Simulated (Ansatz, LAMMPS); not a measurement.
# Gap against volume in glassy 32SiO2-46B2O3-11MgO-11CaO (mol %) (137 atoms)

Density of this cell: 2.41 g/cm³. The cell holds 137 atoms: 12 Si, 34 B, 4 Mg, 4 Ca and 83 O. Its edges and angles: a = 11.676 Å, b = 11.485 Å, c = 11.795 Å, α = 89.8°, β = 88.4°, γ = 91.4°. The starting structure: 137 atoms (12 Si, 34 B, 4 Mg, 4 Ca, 83 O) placed at random at 2.18 g/cm³, melted at 3000 K for 20 ps at fixed volume with the Buckingham and Coulomb pair potential of Guillot and Sator (Geochim. Cosmochim. Acta 71, 1249 (2007)) with the boron terms of Wang et al. (J. Non-Cryst. Solids 498, 294 (2018)). Quenched from 3000 K to 300 K at 100 K/ps and fixed volume, held 10 ps at zero pressure.

Calculated with Ansatz 0.2.0: Kohn-Sham DFT, PBE, PAW (set soft_2), plane waves; cutoff 420 eV, Γ point, fixed occupations. The relaxed cell was scaled evenly and the atoms were relaxed at each volume. The gap is that between the highest filled and the lowest empty Kohn-Sham level on the run's k-points.

```
volume (Å³/atom)  gap (eV)
          10.384               4.250
          10.845               4.216
          11.192                   ?
          11.538               4.121
          11.884               4.052
          12.230               3.971
```

**Question.** Fit a straight line in ln V to the rows given and interpolate to the withheld row.

Worked fit:

A volume deformation potential makes the spacing linear in u = ln(V/V0), with V0 = 11.538 Å³ the relaxed volume; v is the spacing.

| u = ln(V/V0) | v (eV) |
| --- | --- |
| -0.105360 | 4.2501 |
| -0.0618763 | 4.2156 |
| 0 | 4.121 |
| 0.0295585 | 4.0516 |
| 0.0582689 | 3.9714 |

With n = 5: mean u = -0.0158817, mean v = 4.12194, Σ(u − ū)² = 0.017937, Σ(u − ū)(v − v̄) = -0.030149. Slope b = -0.030149 / 0.017937 = -1.6808; intercept a = v̄ − b ū = 4.0952.

At the withheld volume u = -0.03046, and v = a + b u.

Prediction at 11.192: 4.146 eV. The run gave 4.175 eV, so the fit is low by 0.029 eV (0.68 % of the value).

The slope, -1.68 eV, says that the spacing narrows on expansion. Among the rows given, the largest miss of the fit is at 12.230, by 0.026 eV (9.3 % of the range of the table).

Limits: The table spans 16 % in volume, wide for a linear law. Semilocal functionals tend to put gaps under measured ones. Only the Γ point is sampled. Atoms move by up to 0.6 Å in these relaxations, so the structure changes along the series. Defect or tail levels can set the spacing of a disordered cell.

[Logs are printed without paths, hosts, clocks, repeated set-up lines and the standing remarks that a program may print on its own settings, such as how far it seeks lower states.]

[Hosts, paths, dates, database ids (printed as entryN), source tags and the programs' standing remarks are cut or masked in the printed files.]
